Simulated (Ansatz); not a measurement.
**GeF2 (model cell, started as CdI2 type): phonons and vibrational spectra**

Wanted: phonon frequencies of GeF2 (model cell, started as CdI2 type) and what follows from them.

Program: Ansatz 0.2.0. Level of theory: DFT PBEsol, scalar-relativistic, plane waves, PAW. Results are calculated unless marked as measured.

The structure was built from a prototype and need not be the compound's stable phase.

## 1. Set-up

It takes space group P-3m1 (No. 164, trigonal). Conventional cell: a = 3.233 Å, b = 3.233 Å, c = 5.238 Å, α = 90.00°, β = 90.00°, γ = 120.00°. Nearest to Ge lie 6 F at 2.28 Å. F has 3 Ge at 2.28 Å nearest. Farther neighbours and most contacts between anions are not listed.

## 2. Coarse relaxation

A rough relaxation comes first, because large forces or stress need no tight tolerances yet.

input.yaml reads:

```yaml
crystal:
  lattice:
    - [3.2335, 0.0, 0.0]
    - [-1.61675, 2.80029, 0.0]
    - [0.0, 0.0, 5.23827]
  atoms:
    - { symbol: Ge, position: [0.0, 0.0, 0.0] }
    - { symbol: F, position: [0.333333, 0.666667, 0.25] }
    - { symbol: F, position: [0.666667, 0.333333, 0.75] }
kpoints:
  mp_grid: { grid: [9, 9, 4] }
hamiltonian:
  xc: pbesol
scf:
  occupations: { method: gaussian, width: 0.1 }
output:
  forces: true
  stress: true
  eigenvalues: true
relax:
  adjacent_minimum: "off"
  f_tol: 0.05
  max_steps: 80
  cell: { stress_tol: 0.5 }
```

Launch:

```sh
$ ansatz run input.yaml --threads 4 --pin off --max-ram 7168MiB --backend cpu --events-out ev --progress --plain --runs-dir out
```

Numbers of over 12 decimals in the logs are rounded to 6 here.

The log of the run:

```text
[...]
F+E_penalty+E_count = -5854.24360451 eV   max|allowed force component| = 1.507e-3 eV/Å   (the final SCF, on the basis selected at the relaxed cell)
  cell:  # Å, volume = 53.5921 Å³
    - [3.533528, 0, 0]
    - [-1.766764, 3.060125, 4.0363213809851285e-18]
    - [0, 7.550407041552073e-18, 4.956246]
  atoms:
    - { symbol: Ge, position: [0, 0, 0.0] }
    - { symbol: F, position: [0.333333, 0.666667, 0.196546] }
    - { symbol: F, position: [0.666667, 0.333333, 0.803454] }
[key lines of the parts left out:]
SCF converged after 7 iterations
Free energy (F): -5854.243605 eV
Fermi energy:    3.571715 eV
P = ⅓ Tr σ = 0.0454 GPa (0.454 kbar)
```

Run time: 5.3 s. Hardware: 4 threads of AMD EPYC 7R13 (Zen 3), shared host; peak memory 0.4 GiB.

Relaxation path:

```csv
step,energy less that of the first step (eV),largest force component (eV/Å),pressure (GPa),volume (Å³)
1,0.0000,0.7785,-0.23,47.43
2,-0.2282,0.2888,-0.30,51.43
3,-0.2588,0.0923,-1.01,53.03
4,-0.2656,0.0082,0.01,52.07
5*,-0.3138,0.0092,1.46,52.07
6,-0.3231,0.0121,0.49,52.96
7,-0.3217,0.0021,-0.02,53.59
8*,-0.3280,0.0015,0.05,53.59
```

Relaxation steps marked * repeat the geometry before them on a plane-wave basis chosen anew for their cell, so energy and pressure can jump there.

Forces are held to the 12 operations that the run works with; a distortion that breaks them can't arise in this run.

```csv
"conventional cell, symmetrised",before,after,change
a (Å),3.233,3.534,+9.3 %
b (Å),3.233,3.534,+9.3 %
c (Å),5.238,4.956,-5.4 %
volume (Å³/atom),15.81,17.86,+13.0 %
```

The atoms that moved most (Å, as changes of fractional coordinates times the final cell):

```csv
atom,dx,dy,dz,length
F2,0.000,0.000,-0.265,0.265
F3,0.000,0.000,0.265,0.265
```

Final coordinates:

```cif
data_structure
_symmetry_space_group_name_H-M 'P 1'
_symmetry_Int_Tables_number 1
_cell_length_a 3.5335
_cell_length_b 3.5335
_cell_length_c 4.9562
_cell_angle_alpha 90.000
_cell_angle_beta 90.000
_cell_angle_gamma 120.000
_cell_volume 53.59
loop_
_atom_site_label
_atom_site_type_symbol
_atom_site_fract_x
_atom_site_fract_y
_atom_site_fract_z
_atom_site_occupancy
Ge1 Ge 0.00000 0.00000 0.00000 1
F2 F 0.33333 0.66667 0.19655 1
F3 F 0.66667 0.33333 0.80345 1
```

A gap read on the k-mesh alone can miss the band edges.

This step gave:

```
pressure           : 0.04539 GPa
gap on the k-mesh  : 2.239 eV
volume per atom    : 17.86 Å³
direct gap on mesh : 4.019 eV
```

In this step the volume went from 15.81 to 17.86 Å³/atom.

## 3. Relaxation

The cell and atoms are relaxed, since residual forces and stress would shift the frequencies.

input.yaml reads:

```yaml
crystal:
  lattice:
    - [3.5335276937, 0.0, 0.0]
    - [-1.7667638469, 3.0601247477, 0.0]
    - [0.0, 0.0, 4.9562459856]
  atoms:
    - { symbol: Ge, position: [0.0, 0.0, 0.0] }
    - { symbol: F, position: [0.3333333333, 0.6666666667, 0.1965459988] }
    - { symbol: F, position: [0.6666666667, 0.3333333333, 0.8034540012] }
kpoints:
  mp_grid: { grid: [9, 9, 6] }
hamiltonian:
  xc: pbesol
scf:
  occupations: { method: gaussian, width: 0.02 }
output:
  forces: true
  stress: true
  eigenvalues: true
  write_density: true
  write_potential: true
  elf: true
  volumetric_format: npy
relax:
  adjacent_minimum: "off"
  f_tol: 0.005
  max_steps: 80
  cell: { stress_tol: 0.05 }
```

The log of the run:

```text
[...]
Crystal: 3 atoms, lattice volume = 53.592 Å³
Basis set: ecut = 420 eV, 1043 PW (Γ), exchange–correlation on 48×48×72 points (8 copies of the dense FFT grid, shifted against one another)
Bands: 18, of which v1, the nominal top of the filled ones, is band 14 counted from 1 (13 counted from 0)
Symmetry: 12 space group operations
[...]
k-points: 62 of 486
[...]
SCF iter   1: F=—  HF=-5854.247321 eV  |F-HF|=—  |Δ(HF+E_count)|=         —  Δρ=8.74e-3  dr2=2.25e-2  ethr=1.77e-3  ⟨swp⟩=6.1  Hψ=5263  notcnv=0
[...]
SCF iter   7: F=-5854.243622 eV  HF=-5854.243622 eV  |F-HF|=3.09e-9  |Δ(HF+E_count)|=   1.70e-7  Δρ=2.81e-6  dr2=4.35e-9  ethr=3.57e-10  ⟨swp⟩=8.9  Hψ=7923  notcnv=0
SCF 1 converged in 7 iterations: F = -5854.243622 eV  dr2 = 4.35e-9
[...]
relax step   1: F+E_penalty+E_count = -5854.24362183 eV  Δ(F+E_penalty+E_count) = +0.000e0 eV  max|allowed force component| = 1.527e-3 eV/Å  Δτ_max = 0.0000 Å  P = +0.045 GPa  Ω = 53.592 Å³  (7 SCF iters, dr2 threshold 1.00e-7 eV, accepted)
Crystal: 3 atoms, lattice volume = 53.627 Å³
[...]
SCF iter   5: F=-5854.243563 eV  HF=-5854.243563 eV  |F-HF|=8.72e-10  |Δ(HF+E_count)|=   1.33e-8  Δρ=9.51e-7  dr2=5.32e-10  ethr=6.79e-11  ⟨swp⟩=7.0  Hψ=6078  notcnv=0
SCF 2 converged in 5 iterations: F = -5854.243563 eV  dr2 = 5.32e-10
relax step   2: F+E_penalty+E_count = -5854.24356319 eV  Δ(F+E_penalty+E_count) = +5.864e-5 eV  max|allowed force component| = 7.010e-4 eV/Å  Δτ_max = 0.0013 Å  P = -0.002 GPa  Ω = 53.627 Å³  energy of the carried Pulay correction = -9.454e-5 eV  (5 SCF iters, dr2 threshold 1.90e-8 eV, accepted)
[...]
SCF iter   1: F=—  HF=-5854.243645 eV  |F-HF|=—  |Δ(HF+E_count)|=         —  Δρ=1.22e-5  dr2=1.05e-8  ethr=1.54e-7  ⟨swp⟩=3.0  Hψ=8179  notcnv=0
eigensolver tolerance schedule: the retry pair's looser diagonalisation over-reported the residual by 4087.98 of it (diagonalisation noise at 0.25 of the residual, at the tolerance the schedule requests for it); recorded, not acted on — ethr = c·dr2/N_el stays at c = 1.0e-1
[...]
SCF iter   2: F=—  HF=-5854.243614 eV  |F-HF|=—  |Δ(HF+E_count)|=   3.06e-5  Δρ=5.78e-6  dr2=2.67e-9  ethr=3.76e-11  ⟨swp⟩=2.3  Hψ=2006  notcnv=0
[...]
SCF iter   5: F=-5854.243614 eV  HF=-5854.243614 eV  |F-HF|=1.09e-11  |Δ(HF+E_count)|=  4.27e-11  Δρ=1.48e-7  dr2=9.81e-12  ethr=1.00e-12  ⟨swp⟩=5.1  Hψ=4536  notcnv=0
SCF 3 converged in 5 iterations: F = -5854.243614 eV  dr2 = 9.81e-12
relax step   3: F+E_penalty+E_count = -5854.24361421 eV  Δ(F+E_penalty+E_count) = -5.102e-5 eV  max|allowed force component| = 6.747e-4 eV/Å  Δτ_max = 0.0000 Å  P = +0.002 GPa  Ω = 53.627 Å³  stress off target by 3.59e-2 GPa  SCF on the basis re-selected at this cell (its energy is not comparable with the rows above)  (5 SCF iters)
[...]
SCF converged after 5 iterations
Free energy (F): -5854.243614 eV
[...]
Internal energy: -5854.243614 eV  (E = F + TS)
E sigma→0 (E₀):  -5854.243614 eV
Fermi energy:    3.562505 eV
[...]
--- Forces (eV/Å), atoms counted from 1 ---
  atom   1  Ge     0.00000000     0.00000000     0.00000000
  atom   2  F      0.00000000     0.00000000    -0.00067470
  atom   3  F      0.00000000     0.00000000     0.00067470
  max |Σ_I F_I| component: 1.85e-17 eV/Å
--- Stress (GPa, compression-positive) ---
        0.021039      -0.000000       0.000000
       -0.000000       0.021039      -0.000000
        0.000000      -0.000000      -0.035946
  P = ⅓ Tr σ = 0.0020 GPa (0.020 kbar)
--- Band table (eV; the first three rows and the last of 62) ---
  k-point 0: bands = [... 10 lower, -1.2340, -1.2340, -0.3940, 0.0513, 5.3306, 8.8388, 8.8388, 10.1623]
  k-point 1: bands = [... 10 lower, -1.2375, -1.2375, -0.5556, 0.2459, 5.1528, 8.8357, 8.8357, 10.6167]
  k-point 2: bands = [... 10 lower, -1.2459, -1.2459, -0.7489, 0.5080, 4.8316, 8.8295, 8.8295, 11.7035]
  k-point 61: bands = [... 10 lower, -1.7624, -0.5167, -0.5167, 2.4425, 7.2306, 8.1418, 8.1418, 12.8754]
--- Relaxed structure (2 steps of the walk, 2 accepted, 1 SCFs on fresh bases) ---
[...]
cell:  # Å, volume = 53.6272 Å³
    - [3.536020, 2.8887888301857362e-11, 0]
    - [-1.768010, 3.062283, 0]
    - [0, 0, 4.952507]
  atoms:
    - { symbol: Ge, position: [0, 0, 0] }
    - { symbol: F, position: [0.333333, 0.666667, 0.196281] }
    - { symbol: F, position: [0.666667, 0.333333, 0.803719] }
```

It took 3 s on 4 threads; peak memory 0.42 GiB; 10 s of CPU time.

Little changed from the start: no atom moved by 0.005 Å and no cell edge by 0.1 %.

Numbers from this step:

```
pressure           : 0.002044 GPa
gap on the k-mesh  : 2.240 eV
volume per atom    : 17.88 Å³
direct gap on mesh : 3.992 eV
```

ELF in the ac plane at fractional y = 0.333, with atoms of F within 0.2 Å of it. It is the smooth field of the valence electrons, not physical close to the nuclei.

Ten even steps from '0' (0.00) to '9' (0.82), each cell a mean:
```
23332125898631
12332248999962
12321269878984
11111379867995
10001379989985
10000369999974
00000147888753
00000024565421
00000001222100
00000000000000
00000000000000
01111000000000
12221100000000
12332100000000
12332100000000
12222100000000
12221100000001
22222100111001
23332112354211
```
Columns run along a (3.5 Å), rows up along c (5.0 Å). Atoms in or near the plane, at fractional coordinates: F at (0.67, 0.80).

Electrostatic potential energy in the ac plane at fractional y = 0.333, with atoms of F within 0.2 Å of it. With pseudopotentials it is smooth inside the atoms' cores, unlike the true potential.

Ten even steps from '_' (-35 eV) to '@' (9 eV), each cell a mean:
```
%%########%%%%@@%%####%%@@%%
%%%%####%%%%@@##--..::++%%%%
%%%%%%%%%%%%%%--______..##%%
@@@@@@@@@@@@%%::______..**@@
@@@@@@@@@@@@@@==______::##@@
@@@@@@@@@@@@@@%%++--==##@@@@
@@@@@@@@@@@@@@@@@@@@@@@@@@@@
@@@@@@@@@@@@@@@@@@@@@@@@@@@@
@@@@@@@@@@@@@@@@@@@@@@@@@@@@
@@@@@@@@@@@@@@@@@@@@@@@@@@@@
@@@@@@@@@@@@@@@@@@@@@@@@@@@@
@@@@@@@@@@@@@@@@@@@@@@@@@@@@
@@@@@@@@@@@@@@@@@@@@@@@@@@@@
@@@@@@@@@@@@@@@@@@@@@@@@@@@@
@@@@@@@@@@@@@@@@@@@@@@@@@@@@
%%%%%%%%%%@@@@@@@@@@@@@@@@@@
%%%%%%%%%%%%@@@@@@@@@@@@@@%%
%%######%%%%%%@@@@@@@@@@@@%%
%%########%%%%@@@@@@@@@@@@%%
```
Columns run along a (3.5 Å; values clipped at the 3rd and 97th percentile), rows up along c (5.0 Å). Atoms in or near the plane, at fractional coordinates: F at (0.67, 0.80).

Valence density in the ac plane at fractional y = 0.333, with atoms of F within 0.2 Å of it. It is the smooth field of the valence electrons, not physical close to the nuclei.

Ten steps, logarithmic in the rise over the least value, from '0' (0 e/Å³) to '9' (13 e/Å³), each cell a mean:
```
12222123444322
11111234677532
11111236899742
11001236999752
10000136898642
00000124566431
00000012333210
00000000111100
00000000000000
00000000000000
00000000000000
00000000000000
00110000000000
11111000000000
12221100000000
12222100000001
12222110000001
12222111111111
12222111222111
```
Columns run along a (3.5 Å), rows up along c (5.0 Å). Atoms in or near the plane, at fractional coordinates: F at (0.67, 0.80).

In this step the volume went from 17.86 to 17.88 Å³/atom.

## 4. Relaxing to small forces for the phonons

Phonons need a cell at rest on their own settings, so the relaxation is repeated with tight tolerances on forces and stress on the k mesh and occupations of the first response run.

input.yaml reads:

```yaml
crystal:
  lattice:
    - [3.5360203691, 0.0, 0.0]
    - [-1.7680101846, 3.0622834679, 0.0]
    - [0.0, 0.0, 4.9525067837]
  atoms:
    - { symbol: Ge, position: [0.0, 0.0, 0.0] }
    - { symbol: F, position: [0.3333333333, 0.6666666667, 0.1962805069] }
    - { symbol: F, position: [0.6666666667, 0.3333333333, 0.8037194931] }
kpoints:
  mp_grid: { grid: [9, 9, 6] }
hamiltonian:
  xc: pbesol
scf:
  occupations: { method: fixed }
output:
  forces: true
  stress: true
  eigenvalues: true
relax:
  adjacent_minimum: "off"
  f_tol: 0.001
  max_steps: 60
  cell: { stress_tol: 0.01 }
```

The log of the run:

```text
[...]
Crystal: 3 atoms, lattice volume = 53.627 Å³
Basis set: ecut = 420 eV, 1043 PW (Γ), exchange–correlation on 48×48×72 points (8 copies of the dense FFT grid, shifted against one another)
Bands: 18, of which v1, the nominal top of the filled ones, is band 14 counted from 1 (13 counted from 0)
Symmetry: 12 space group operations
[...]
k-points: 62 of 486
[...]
--- Relaxed structure (19 steps of the walk, 18 accepted, 12 SCFs on fresh bases) ---
[...]
cell:  # Å, volume = 52.1175 Å³
    - [3.537551, 2.8879974094618214e-11, -2.7358917031334635e-18]
    - [-1.768776, 3.063609, 4.604540487401523e-18]
    - [-3.8318563823558944e-18, 5.23441316190466e-18, 4.808921]
  atoms:
    - { symbol: Ge, position: [0, 0, 0] }
    - { symbol: F, position: [0.333333, 0.666667, 0.201823] }
    - { symbol: F, position: [0.666667, 0.333333, 0.798177] }
[key lines of the parts left out:]
SCF converged after 6 iterations
Free energy (F): -5854.243850 eV
Fermi energy:    2.706671 eV
P = ⅓ Tr σ = -0.0016 GPa (-0.016 kbar)
```

Elapsed: 30 s, on 4 threads; peak memory 0.42 GiB; 1.8 min of CPU time.

The steps of the relaxation (22 of 31):

```csv
step,energy less that of the first step (eV),largest force component (eV/Å),pressure (GPa),volume (Å³)
1,0.0000,0.0007,0.00,53.63
2,-0.0001,0.0002,0.00,53.61
4,-0.0004,0.0001,0.00,53.51
5*,-0.0001,0.0001,-0.02,53.51
7,-0.0007,0.0000,0.00,53.32
8*,-0.0001,0.0000,-0.01,53.32
10,-0.0008,0.0000,0.00,53.12
11*,-0.0001,0.0001,-0.01,53.12
12,-0.0007,0.0001,0.00,52.92
14,-0.0007,0.0000,0.00,52.75
15*,-0.0001,0.0000,0.00,52.75
17,-0.0004,0.0063,-0.06,52.65
18,-0.0005,0.0003,0.00,52.62
20,-0.0004,0.0001,0.00,52.54
21*,-0.0001,0.0001,-0.01,52.54
22,-0.0004,0.0000,0.00,52.46
24,-0.0004,0.0000,0.00,52.37
25*,-0.0002,0.0001,-0.01,52.37
27*,-0.0002,0.0000,0.00,52.26
28,-0.0005,0.0000,0.00,52.19
30,-0.0004,0.0000,0.00,52.12
31*,-0.0002,0.0000,0.00,52.12
```

Relaxation steps marked * repeat the geometry before them on a plane-wave basis chosen anew for their cell, so energy and pressure can jump there. Other such steps can lie between the rows shown. Relaxation step 17 was tried and not accepted.

Forces are held to the 12 operations that the run works with; a distortion that breaks them can't arise in this run.

```csv
"conventional cell, symmetrised",before,after,change
a (Å),3.536,3.538,+0.0 %
b (Å),3.536,3.538,+0.0 %
c (Å),4.953,4.809,-2.9 %
volume (Å³/atom),17.88,17.37,-2.8 %
```

The atoms that moved most (Å, as changes of fractional coordinates times the final cell):

```csv
atom,dx,dy,dz,length
F2,0.000,0.000,0.027,0.027
F3,0.000,0.000,-0.027,0.027
```

The relaxed structure:

```cif
data_structure
_symmetry_space_group_name_H-M 'P 1'
_symmetry_Int_Tables_number 1
_cell_length_a 3.5376
_cell_length_b 3.5376
_cell_length_c 4.8089
_cell_angle_alpha 90.000
_cell_angle_beta 90.000
_cell_angle_gamma 120.000
_cell_volume 52.12
loop_
_atom_site_label
_atom_site_type_symbol
_atom_site_fract_x
_atom_site_fract_y
_atom_site_fract_z
_atom_site_occupancy
Ge1 Ge 0.00000 0.00000 0.00000 1
F2 F 0.33333 0.66667 0.20182 1
F3 F 0.66667 0.33333 0.79818 1
```

Numbers from this step:

```yaml
pressure: -0.001587 GPa
gap_on_the_k_mesh: 2.205 eV
volume_per_atom: 17.37 Å³
direct_gap_on_mesh: 3.963 eV
```

The largest force component left is 0.022 meV/Å and the pressure is -0.002 GPa, within the tolerances set. The cell now holds 17.37 Å³/atom.

(Part 1 of 3 ends here.)

[Logs are printed without paths, hosts, clocks, repeated set-up lines and the standing remarks that a program may print on its own settings, such as how far it seeks lower states.]

[Hosts, paths, dates, database ids (printed as entryN), source tags and the programs' standing remarks are cut or masked in the printed files.]
